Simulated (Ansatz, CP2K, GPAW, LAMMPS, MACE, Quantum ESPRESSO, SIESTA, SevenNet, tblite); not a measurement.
# Glassy 38BaO-62TiO2 (mol %) (110 atoms) in CP2K

Wanted: CP2K inputs and outputs for glassy 38BaO-62TiO2 (mol %) (110 atoms), checked against a plane-wave reference.

Main program and level: CP2K 2026.2; the method is named at each step.

## (1) Set-up

The cell holds 110 atoms: 16 Ba, 26 Ti and 68 O. Its edges and angles: a = 11.965 Å, b = 11.965 Å, c = 11.965 Å, α = 90.0°, β = 90.0°, γ = 90.0°. 110 atoms (16 Ba, 26 Ti, 68 O) placed at random at 4.67 g/cm³, melted at 4000 K for 10 ps at fixed volume with the Morse and Coulomb pair potential with partial charges (Pedone, Malavasi, Menziani, Cormack and Segre, J. Phys. Chem. B 110, 11780 (2006)). Quenched from 4000 K to 300 K at 20 K/ps and fixed volume, held 10 ps at zero pressure, then minimised at fixed cell.

The yardstick, on the same geometry:

* method: Kohn-Sham DFT, PBE, PAW, plane waves (Ansatz 0.2.0); cutoff 420 eV, Γ point, fermi-dirac smearing of 0.05 eV; PAW set soft_2
* r.m.s. force component: 0.7786 eV/Å
* longest force: 2.495 eV/Å
* pressure: 4.206 GPa
* gap (highest filled to lowest empty level): 2.506 eV
* SCF cycles: 12
* time: 43 s on 4 threads of Arm Neoverse V2, shared host
* CPU time: 2.8 min

## (2) PBE, DZVP-MOLOPT-SR, 800/50 Ry, diagonalisation

Method: Kohn-Sham DFT, PBE, GTH-PBE pseudopotentials, Gaussian and plane waves, DZVP-MOLOPT-SR-GTH, diagonalisation.

Contents of input.inp:

```
&GLOBAL
  PROJECT cell
  RUN_TYPE ENERGY_FORCE
  PRINT_LEVEL LOW
&END GLOBAL
&FORCE_EVAL
  METHOD QS
  STRESS_TENSOR ANALYTICAL
  &DFT
    BASIS_SET_FILE_NAME BASIS_MOLOPT
    POTENTIAL_FILE_NAME GTH_POTENTIALS
    &MGRID
      CUTOFF 800
      REL_CUTOFF 50
      NGRIDS 5
    &END MGRID
    &QS
      EPS_DEFAULT 1.0E-12
    &END QS
    &SCF
      SCF_GUESS ATOMIC
      EPS_SCF 5.0E-06
      MAX_SCF 200
      ADDED_MOS 14
      &DIAGONALIZATION
        ALGORITHM STANDARD
      &END DIAGONALIZATION
      &SMEAR ON
        METHOD FERMI_DIRAC
        ELECTRONIC_TEMPERATURE [K] 580
      &END SMEAR
      &MIXING
        METHOD BROYDEN_MIXING
        ALPHA 0.3
        NBROYDEN 12
      &END MIXING
      &PRINT
        &RESTART OFF
        &END RESTART
      &END PRINT
    &END SCF
    &XC
      &XC_FUNCTIONAL PBE
      &END XC_FUNCTIONAL
    &END XC
    &PRINT
      &MULLIKEN ON
      &END MULLIKEN
      &HIRSHFELD ON
        SHAPE_FUNCTION DENSITY
      &END HIRSHFELD
      &MO ON
        EIGENVALUES T
        OCCUPATION_NUMBERS T
        MO_INDEX_RANGE 429 452
        &EACH
          QS_SCF 0
        &END EACH
        ADD_LAST NUMERIC
      &END MO
    &END PRINT
  &END DFT
  &SUBSYS
    &CELL
      A 11.96473 0.00000 0.00000
      B 0.00000 11.96473 0.00000
      C 0.00000 0.00000 11.96473
    &END CELL
    &TOPOLOGY
      COORD_FILE_NAME structure.xyz
      COORD_FILE_FORMAT XYZ
    &END TOPOLOGY
    &KIND Ba
      BASIS_SET DZVP-MOLOPT-SR-GTH-q10
      POTENTIAL GTH-PBE-q10
    &END KIND
    &KIND Ti
      BASIS_SET DZVP-MOLOPT-SR-GTH-q12
      POTENTIAL GTH-PBE-q12
    &END KIND
    &KIND O
      BASIS_SET DZVP-MOLOPT-SR-GTH-q6
      POTENTIAL GTH-PBE-q6
    &END KIND
  &END SUBSYS
  &PRINT
    &FORCES ON
    &END FORCES
    &STRESS_TENSOR ON
    &END STRESS_TENSOR
  &END PRINT
&END FORCE_EVAL
```

Contents of structure.xyz:

```xyz
110

Ba 8.93071 11.20294 10.08017
Ba 10.53638 5.14017 2.18476
Ba 2.44894 6.18828 1.02071
Ba 1.33957 9.41636 3.01380
Ba 9.96171 5.66123 10.63306
Ba 4.56119 1.60854 0.38849
Ba 5.00186 8.24609 3.64087
Ba 3.93676 5.82383 6.41860
Ba 0.87558 9.89435 9.38645
Ba 6.84825 5.76915 8.57799
Ba 8.24669 2.26648 4.70154
Ba 10.85069 2.39809 9.65362
Ba 0.92739 5.72309 9.31119
Ba 7.23651 1.72340 8.37017
Ba 0.91506 2.93926 6.51468
Ba 6.82839 11.08508 1.03387
Ti 10.52214 11.80416 6.50427
Ti 6.30362 9.44053 7.69081
Ti 4.10977 11.92991 3.49645
Ti 7.22179 10.78836 4.72726
Ti 7.32792 3.51273 11.35931
Ti 9.40212 1.80667 1.24194
Ti 0.17827 11.78586 0.40692
Ti 2.30800 11.39138 6.58060
Ti 10.55193 8.66641 11.73692
Ti 0.95108 6.22250 4.48474
Ti 5.59351 4.46907 2.32582
Ti 3.99861 3.69160 9.56149
Ti 1.25666 7.94350 6.85208
Ti 4.43221 2.39498 6.47388
Ti 7.56781 5.91991 4.68311
Ti 11.69995 1.21956 3.58356
Ti 3.95159 7.61962 9.53421
Ti 4.40673 11.69014 9.38896
Ti 1.45192 3.00004 11.92788
Ti 9.73773 8.45512 8.04102
Ti 6.36631 6.91490 0.19957
Ti 2.59814 3.15905 3.48521
Ti 10.63425 8.91911 4.81772
Ti 8.67993 8.45189 2.15916
Ti 10.12934 5.44108 6.68170
Ti 3.40014 9.95872 0.25401
O 9.51531 8.25614 6.00414
O 9.15098 9.74097 0.68977
O 9.44173 6.52317 7.98861
O 0.05767 7.59808 11.40263
O 1.42632 4.50544 4.08572
O 4.11120 11.13282 1.86159
O 1.28585 6.12367 6.46107
O 6.71209 4.63262 3.70871
O 3.54970 3.32608 5.26281
O 6.01623 1.80500 6.03992
O 10.25940 8.81214 3.10772
O 8.54258 4.97111 5.86942
O 3.00973 11.17290 4.66792
O 10.60877 2.30883 2.56823
[... 50 atom lines left out ...]
O 10.42654 0.85225 0.12898
O 3.36520 0.97919 6.62858
O 10.80918 1.28764 5.14220
O 3.08211 11.09334 8.41097
```

The run is started by

```console
$ OMP_NUM_THREADS=2 cp2k.psmp -i input.inp > output.txt
```

Numbers of over 12 decimals in the logs are rounded to 6 here.

The log of the run:

```text
CP2K| version string:                                       CP2K version 2026.2
 CP2K| Input file name                                                 input.inp
 GLOBAL| Basis set file name                                        BASIS_MOLOPT
 GLOBAL| Potential file name                                      GTH_POTENTIALS
 GLOBAL| Run type                                                   ENERGY_FORCE
 GLOBAL| Total number of message passing processes                             1
 GLOBAL| Number of threads for this process                                    2
 TOTAL NUMBERS AND MAXIMUM NUMBERS
  Total number of            - Atomic kinds:                                   3
                             - Atoms:                                        110
                             - Shell sets:                                   110
                             - Shells:                                       644
                             - Primitive Cartesian functions:                592
                             - Cartesian basis functions:                   1998
                             - Spherical basis functions:                   1784
  Maximum angular momentum of- Orbital basis functions:                        3
                             - Local part of the GTH pseudopotential:          2
                             - Non-local part of the GTH pseudopotential:      3
 SCF PARAMETERS         Density guess:                                    ATOMIC
                        max_scf:                                             200
                        eps_scf:                                        5.00E-06
                        added MOs                                        14    0
                        Mixing method:                            BROYDEN_MIXING
                                                charge density mixing in g-space
                        Smear method:                                FERMI_DIRAC
                        Electronic temperature [K]:                        580.0
                        Electronic temperature [a.u.]:                  1.84E-03
                        Accuracy threshold:                             1.00E-10
 Extrapolation method: initial_guess
 Number of electrons:                                                        880
 Number of occupied orbitals:                                                440
 Number of molecular orbitals:                                               454
 Number of orbital functions:                                               1784
 Number of independent orbital functions:                                   1784
 SCF WAVEFUNCTION OPTIMIZATION
  Step     Update method      Time    Convergence         Total energy    Change
     1 NoMix/Diag. 0.30E+00   11.3     2.03674650     -3023.9051503398 -3.02E+03
     2 Broy./Diag. 0.30E+00   14.3     0.47496205     -2941.2858465094  8.26E+01
     3 Broy./Diag. 0.30E+00   14.5     0.08108664     -3009.5227978062 -6.82E+01
     4 Broy./Diag. 0.30E+00   14.6     0.07559374     -3016.5903945593 -7.07E+00
[...]
15 Broy./Diag. 0.30E+00   15.5     0.00000890     -3017.9286363580  4.06E-04
    16 Broy./Diag. 0.30E+00   15.4     0.00000268     -3017.9288053426 -1.69E-04
  *** SCF run converged in    16 steps ***
  Electronic density on regular grids:       -879.9999999999        0.0000000001
  Core density on regular grids:              879.9999999995       -0.0000000005
  Total charge density on r-space grids:       -0.0000000004
  Total charge density g-space grids:          -0.0000000004
  Overlap energy of the core charge distribution:               1.4554e-10
  Self energy of the core charge distribution:              -6438.994555
  Core Hamiltonian energy:                                   1674.598817
  Hartree energy:                                            2238.137225
  Exchange-correlation energy:                               -491.670291
  Electronic entropic energy:                                  -6.61e-12
  Fermi energy:                                                 0.248209
  Total energy:                                             -3017.928805
  Total energy (extrapolated to T->0):                      -3017.928805
 MO| EIGENVALUES AND OCCUPATION NUMBERS
 MO|
 MO|  Index      Eigenvalue [a.u.]        Eigenvalue [eV]             Occupation
 MO|    429               0.185659               5.052040               2.000000
 MO|    430               0.186814               5.083464               2.000000
 MO|    431               0.187915               5.113428               2.000000
[...]
MO|    451               0.307457               8.366337               0.000000
 MO|    452               0.311103               8.465547               0.000000
 MO| Sum:                                                             880.000000
 MO| E(Fermi):            0.248209 a.u.          6.754103 eV
 !-----------------------------------------------------------------------------!
                     Mulliken Population Analysis
 #  Atom  Element  Kind  Atomic population                           Net charge
       1     Ba       1          8.722358                              1.277642
       2     Ba       1          8.508547                              1.491453
       3     Ba       1          8.563169                              1.436831
[...]
109     O        3          6.643929                             -0.643929
     110     O        3          6.616156                             -0.616156
 # Total charge                            880.000000                  0.000000
 !-----------------------------------------------------------------------------!
 !-----------------------------------------------------------------------------!
                           Hirshfeld Charges
  #Atom  Element  Kind  Ref Charge     Population                    Net charge
      1       Ba     1      10.000          9.415                         0.585
      2       Ba     1      10.000          9.405                         0.595
      3       Ba     1      10.000          9.395                         0.605
[...]
109       O      3       6.000          6.345                        -0.345
    110       O      3       6.000          6.333                        -0.333
  Total Charge                                                           -0.000
 !-----------------------------------------------------------------------------!
 ENERGY| Total FORCE_EVAL ( QS ) energy [hartree]          -3017.928969
 FORCES| Atomic forces [hartree/bohr]
 FORCES|   Atom     x               y               z               |f|
 FORCES|      1  9.39466526E-03 -2.17126631E-02  2.70115697E-03   2.38116720E-02
 FORCES|      2 -4.72023082E-04  7.48942655E-03  1.78290842E-02   1.93440058E-02
 FORCES|      3  5.19420388E-03  1.64558547E-03  4.08019508E-03   6.80703294E-03
[...]
FORCES|    109 -1.43701816E-02  6.80192669E-03  2.19372937E-02   2.70926776E-02
 FORCES|    110 -3.16458070E-02 -1.34139167E-02 -1.56675628E-02   3.77738373E-02
 FORCES| Sum    -1.30518468E-03  3.22701642E-04 -1.64126404E-04
 FORCES| Total atomic force                                       1.35446701E-03
 STRESS| Analytical stress tensor [bar]
 STRESS|                        x                   y                   z
 STRESS|      x        5.97312562551E+04   7.66732143549E+03   4.76255976812E+03
 STRESS|      y        7.66732143549E+03   5.87660252453E+04  -4.00484019234E+03
 STRESS|      z        4.76255976812E+03  -4.00484019234E+03   3.70867006509E+04
 STRESS| 1/3 Trace                                             5.18613273837E+04
```

It took 4.9 min on 2 threads of Arm Neoverse V2, shared host; peak memory 8.4 GiB; 8.6 min of CPU time.

Banners, paths, timers and routine set-up lines are dropped from the logs unmarked, and long logs keep their key lines alone; longer cuts are marked.

Against the reference:

```yaml
r_m_s_force_component: 0.803 eV/Å
r_m_s_difference_of_force_components: 64.96 meV/Å
longest_difference_of_force_vectors: 223.2 meV/Å
force_difference_over_r_m_s_force: 8.342 %
slope_of_forces_against_the_reference_s: 1.028
correlation_of_force_components: 0.9971
spacing_of_highest_filled_and_lowest_empty_level: 2.434 eV
gap_difference: -0.0718 eV
pressure: 5.186 GPa
pressure_difference: 0.9801 GPa
```

Length of the force difference by element (eV/Å):

| element | atoms | mean | most |
| --- | --- | --- | --- |
| Ba | 16 | 0.15 | 0.22 |
| O | 68 | 0.078 | 0.19 |
| Ti | 26 | 0.13 | 0.21 |

Levels nearest the highest filled one (eV from it): -0.48, -0.45, -0.42, -0.40, -0.39, -0.33, -0.28, -0.25, -0.17, -0.14, -0.04, 0.00, 2.43, 2.55, 2.63, 2.64, 2.66, 2.73, 2.77, 2.79, 2.81, 2.83, 2.84, 2.94.

A closer look about O49, which has 5 bonded neighbours where the commonest count for O is 4: 11 atoms, nearest first, numbered in the order of the input, with positions taken from that point.

| atom | x | y | z | distance (Å) | bonds | Hirshfeld charge (e) | Fx | Fy | Fz (eV/Å) |
| --- | --- | --- | --- | --- | --- | --- | --- | --- | --- |
| O49 | 0.00 | 0.00 | 0.00 | 0.00 | 5 | -0.34 | 0.70 | -1.23 | 0.93 |
| Ti29 | -0.03 | 1.82 | 0.39 | 1.86 | 5 | 0.50 | -1.72 | -0.97 | -0.46 |
| Ti26 | -0.33 | 0.10 | -1.98 | 2.01 | 6 | 0.48 | 0.28 | 1.19 | 0.11 |
| O65 | -1.08 | 1.92 | -1.28 | 2.55 | 4 | -0.31 | 1.06 | -0.10 | -0.65 |
| O77 | 1.38 | 1.02 | -1.99 | 2.63 | 4 | -0.40 | 0.44 | 0.18 | -0.32 |
| Ba8 | 2.65 | -0.30 | -0.04 | 2.67 | 8 | 0.51 | -0.61 | -0.16 | -0.14 |
| O68 | 1.19 | 1.56 | 1.84 | 2.69 | 5 | -0.34 | -0.02 | -0.06 | 0.48 |
| O93 | -2.26 | -0.53 | -1.36 | 2.69 | 3 | -0.33 | 0.59 | -0.28 | -0.53 |
| O103 | -1.57 | 1.83 | 1.41 | 2.79 | 4 | -0.31 | 0.63 | -0.01 | 0.70 |
| O47 | 0.14 | -1.62 | -2.38 | 2.88 | 3 | -0.31 | 0.43 | -1.36 | -0.10 |
| Ba13 | -0.36 | -0.40 | 2.85 | 2.90 | 8 | 0.48 | 1.62 | 0.22 | -0.92 |

Forces lie 8.3 % from the reference's, at 3.1 times its CPU time (on 2 against 4 cores).

Mean charges by element (e), by run and scheme:

| run | scheme | Ba | Ti | O |
| --- | --- | --- | --- | --- |
| reference | Löwdin | +1.77 | +1.24 | -0.79 |
| CP2K PBE, DZVP-MOLOPT-SR, 800/50 Ry, diagonalisation | Mulliken | +1.38 | +0.82 | -0.64 |
| CP2K PBE, DZVP-MOLOPT-SR, 800/50 Ry, diagonalisation | Hirshfeld | +0.55 | +0.55 | -0.34 |

The reference's Löwdin charges lack the electrons that the projection spills, 0.061 e an atom on average.

## (3) Summary of results

| Item | Value |
| --- | --- |
| force difference from the reference | CP2K PBE, DZVP-MOLOPT-SR, 800/50 Ry, diagonalisation, 8.3 % |
| its CPU time | 8.6 min |

What this shows: The PBE run in local orbitals differs by 8.3 % (CP2K PBE, DZVP-MOLOPT-SR, 800/50 Ry, diagonalisation); basis, grid and potentials can all enter. At the same functional, the gap of CP2K PBE, DZVP-MOLOPT-SR, 800/50 Ry, diagonalisation lies 0.07 eV below the reference's 2.51 eV. Charges hang on scheme and program or settings: among these rows the mean for Ba runs from +0.55 to +1.77 e. The quench rate of 20 K/ps is many orders above laboratory rates, so the cell is likely richer in defects and strain than a real sample. The network of bonds at the start is that of the classical potential that made the cell, and needn't be the one that DFT or experiment would give. The reference's pressure of 4.2 GPa belongs to a cell and atoms that aren't relaxed at this level. The electronic-structure runs sample only Γ, in a cell whose shortest periodic width is 12 Å. Spin–orbit coupling is left out, which matters for the levels of the heavy elements.

[Also dropped from logs without a mark: logging warnings of Python, and SIESTA's first energy breakdown and zero terms.]

[Logs are printed without paths, hosts, clocks, repeated set-up lines and the standing remarks that a program may print on its own settings, such as how far it seeks lower states.]

[Hosts, paths, dates, database ids (printed as entryN), source tags and the programs' standing remarks are cut or masked in the printed files.]
